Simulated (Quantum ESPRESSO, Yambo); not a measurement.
# SnO2 (Cassiterite): G0W0 on several meshes in Yambo, part 2 of 2

Wanted: mesh dependence and cost of G0W0 for SnO2 (Cassiterite).

Quantum ESPRESSO 7.5 and Yambo 5.3.0; PBE and many-body steps on it, plane waves. Known limits of the many-body steps: not at the basis limit; no spin-orbit coupling; coarse k mesh.

So far. Step 5 (Empty states on the mesh, 2×2×4 mesh, 109 bands): On this mesh the gap is 1.289 eV. Step 7 (2×2×4): Against G0W0 in Yambo (2×2×2 mesh, 109 bands, screening to 149.7 eV, Godby-Needs plasmon pole), the gap moves by +0.149 eV.

### 8. Empty states on the mesh, 4×4×6 mesh, 109 bands

This step: Quantum ESPRESSO 7.5; DFT, PBE, plane waves, norm-conserving pseudopotentials.

Contents of pw.in:

```
&control
  calculation = 'nscf'
  prefix = 'x'
  outdir = 'o'
  pseudo_dir = 'pseudo'
/
&system
  ibrav = 0
  nat = 6
  ntyp = 2
  ecutwfc = 84.0
  nbnd = 109
  force_symmorphic = .true.
/
&electrons
  conv_thr = 1e-9
  electron_maxstep = 80
  diago_full_acc = .true.
  diago_thr_init = 5e-6
/
ATOMIC_SPECIES
  Sn 118.71 Sn.upf
  O 15.999 O.upf
CELL_PARAMETERS angstrom
  4.7380000000 0.0000000000 0.0000000000
  0.0000000000 4.7380000000 0.0000000000
  0.0000000000 0.0000000000 3.1865000000
ATOMIC_POSITIONS crystal
  Sn 0.0000000000 0.0000000000 0.0000000000
  Sn 0.5000000000 0.5000000000 0.5000000000
  O 0.3071000000 0.3071000000 0.0000000000
  O 0.1929000000 0.8071000000 0.5000000000
  O 0.6929000000 0.6929000000 0.0000000000
  O 0.8071000000 0.1929000000 0.5000000000
K_POINTS automatic
  4 4 6 0 0 0
```

Command:

```console
$ OMP_NUM_THREADS=1 mpirun -n 8 pw.x -nk 4 -in pw.in > pw.out
```

The program printed:

```text
[banner, memory and clock lines left out]
Program PWSCF v.7.5 starts

     Atomic positions and unit cell read from directory:
     o/x.save/

     Message from routine setup:
     using ibrav=0 with symmetry is DISCOURAGED, use correct ibrav instead

     bravais-lattice index     =            0
     lattice parameter (alat)  =       8.9535  a.u.
     unit-cell volume          =     482.7259 (a.u.)^3
     number of atoms/cell      =            6
     number of atomic types    =            2
     number of electrons       =        68.00
[...]
63.4150  63.7494  64.2600  64.2600  64.3899

          k = 0.0000 0.0000 0.4956 (  6270 PWs)   bands (ev):

  -116.6529-116.6528 -72.4819 -72.4819 -72.4385 -72.4385 -72.4376 -72.4374
[...]
53.8348  54.5613  54.8909  56.2374  57.3765  57.6824  58.2163  58.2163
    59.2504  59.2504  61.3442  62.3411  62.3411  62.4010  62.8656  63.2956
    63.4216  63.9943  64.0492  64.0492  64.9973

          k = 0.0000 0.0000-0.7434 (  6274 PWs)   bands (ev):

     [... further k-points ...]

     highest occupied, lowest unoccupied level (ev):    11.2481   12.5370

     XML data file, pseudopotentials, collected wavefunctions
```

The job ended after 19 s (8 MPI ranks of Arm Neoverse V2, shared host; peak memory 0.63 GiB).

Numbers from this step:

- gap: 1.289 eV
- k of the valence top: 0, 0, 0
- k of the conduction bottom: 0, 0, 0
- least direct gap: 1.289 eV
- k points computed: 28
- lowest point of the top converged band, above the valence top: 52.0878 eV

On this mesh the gap is 1.289 eV.

### 9. Conversion and set-up

This step: Yambo 5.3.0; conversion and set-up on PBE, plane waves, norm-conserving pseudopotentials.

Command:

```console
$ (cd o/x.save; p2y > p2y.log; mv SAVE ../..); yambo > setup.log
```

The program printed:

```text
 Yambo, version 5.3.0

 [02] CORE Variables Setup
 =========================

  [02.01] Unit cells
  ==================

  Cell kind             :  Unknown
  Atoms in the cell     :  Sn  O
  number of Sn atoms    :  2
  number of O  atoms    :   4

  List of atomic masses
  Mass of Sn    :  118.7100
  Mass of O     :  15.99900

  List of atomic coordinates    : [cc]
  Sn1       :  0.000000  0.000000  0.000000  order 1
  Sn2       :  4.476761  4.476761  3.010806  order 2
  O1       :  2.749627  2.749627  0.000000  order 3
  O2       :  1.727134  7.226388  3.010806  order 4
[...]
K/Q-points units:
 rlu = crystal or reduced units; cc = cartesian coordinates; iku = interal k-units

 Q [ 1]         [rlu]:  0.000000  0.000000  0.000000
 Q [ 2]         [rlu]:  0.000000  0.000000  0.166667
 Q [ 3]         [rlu]:  0.000000  0.000000  0.333333
[...]
Q [ 8]         [rlu]:  0.000000  0.250000 -0.500000
 Q [ 9]         [rlu]:  0.000000 -0.500000  0.000000
 Q [10]         [rlu]:  0.000000 -0.500000  0.166667
     [... 16 further rows ...]
 Q [27]         [rlu]: -0.250000  0.250000 -0.333333
 Q [28]         [rlu]: -0.250000  0.250000  0.500000

  [03.01] X indexes
  =================

   [03.01.01] Sigma indexes
   ========================

 [06] Game Over & Game summary
```

The job ended after 3 s (1 MPI rank; peak memory 0.26 GiB).

### 10. 4×4×6

This step: G0W0 on PBE, plane waves, norm-conserving pseudopotentials.

Contents of gw15.in:

```
HF_and_locXC
gw0
dyson
ppa
em1d
rim_cut
RandQpts= 1000000
RandGvec= 1 RL
EXXRLvcs= 84 Ry
VXCRLvcs= 336 Ry
Chimod= "HARTREE"
% BndsRnXp
 1 | 109 |
%
NGsBlkXp= 11 Ry
% LongDrXp
 1 | 1 | 1 |
%
% GbndRnge
 1 | 109 |
%
DysSolver= "n"
ExtendOut
PPAPntXp= 27.21138 eV
% QPkrange
 1 | 1 | 33 | 36 |
%
```

Command:

```console
$ OMP_NUM_THREADS=2 mpirun -n 4 yambo -F gw15.in -J gw15 -C gw15 > gw15.log
```

The program printed:

```text
 Yambo, version 5.3.0

 [02] CORE Variables Setup
 =========================

  [... cell, symmetries and grids as in the set-up ...]

  [02.05] Energies & Occupations
  ==============================

  [X] === General ===
  [X] Electronic Temperature                        :  0.000000  0.000000 [eV K]
  [X] Bosonic    Temperature                        :  0.000000  0.000000 [eV K]
  [X] Finite Temperature mode                       : no
  [X] El. density                                   :  0.95062E+24 [cm-3]
[...]
Sx RL components                                 :   6281

   QP @ state[ 1 ] K range                          :  1  1
   QP @ state[ 1 ] b range                          :   33   36
   GF energies kind                                 : Perdew, Burke & Ernzerhof(X)+Perdew, Burke & Ernzerhof(C)
   GF WF`s kind                                     : Perdew, Burke & Ernzerhof(X)+Perdew, Burke & Ernzerhof(C)
   Xs energies kind                                 : Perdew, Burke & Ernzerhof(X)+Perdew, Burke & Ernzerhof(C)
   Xs WF`s kind                                     : Perdew, Burke & Ernzerhof(X)+Perdew, Burke & Ernzerhof(C)

 [11] Game Over & Game summary
```

It took 6.3 min on 4 MPI ranks; peak memory 4.9 GiB; 44 min of CPU time.

Numbers from this step:

* G0W0 gap on the points computed: 2.768 eV
* starting gap on the mesh: 1.289 eV
* k of the valence top: 0, 0, 0
* k of the conduction bottom: 0, 0, 0
* least direct G0W0 gap on the computed points: 2.768 eV

Against G0W0 in Yambo (2×2×2 mesh, 109 bands, screening to 149.7 eV, Godby-Needs plasmon pole), the gap moves by +0.241 eV.

### 11. The runs together

Times are wall times on 4 MPI ranks of Arm Neoverse V2, shared host, good to a factor of about two.

| run | mesh | bands | screening cutoff (eV) | DFT gap (eV) | gap on the mesh (eV) | direct (eV) | time |
| --- | --- | --- | --- | --- | --- | --- | --- |
| 2×2×2 | 2×2×2 | 109 | 149.7 | 1.289 | 2.527 | 2.527 | 12 s |
| 2×2×4 | 2×2×4 | 109 | 149.7 | 1.289 | 2.677 | 2.677 | 26 s |
| 4×4×6 | 4×4×6 | 109 | 149.7 | 1.289 | 2.768 | 2.768 | 6.3 min |

### 12. What came out

```
2×2×2        : 2.527 eV
2×2×4        : 2.677 eV
4×4×6        : 2.768 eV
known limits : not at the basis limit; no spin-orbit coupling; coarse k mesh
```

2×2×4: +0.149 eV against 2×2×2. 4×4×6: +0.241 eV against 2×2×2. Bands and cutoff are finite, so the gap is not at the basis limit. The miss can reach some tenths of an eV and take either sign; the mesh is an error of its own. In the G0W0 runs levels were corrected at 1 k point alone, so a gap called «on the mesh» is the least over those, and an edge elsewhere would be missed. The 2×2×2 mesh is coarse for this cell, which bears on the long-range parts of exchange and screening. The many-body steps are scalar-relativistic: spin-orbit coupling is not in them.

[Paths, hosts, dates, memory and timing lines, banners, echoed tables and standing remarks are left out of the program output.]

[Logs are printed without paths, hosts, clocks, repeated set-up lines and the standing remarks that a program may print on its own settings, such as how far it seeks lower states.]

[Runs of the session that timed out or met a known fault of the program may be left out.]

[Hosts, paths, dates, database ids (printed as entryN), source tags and the programs' standing remarks are cut or masked in the printed files.]
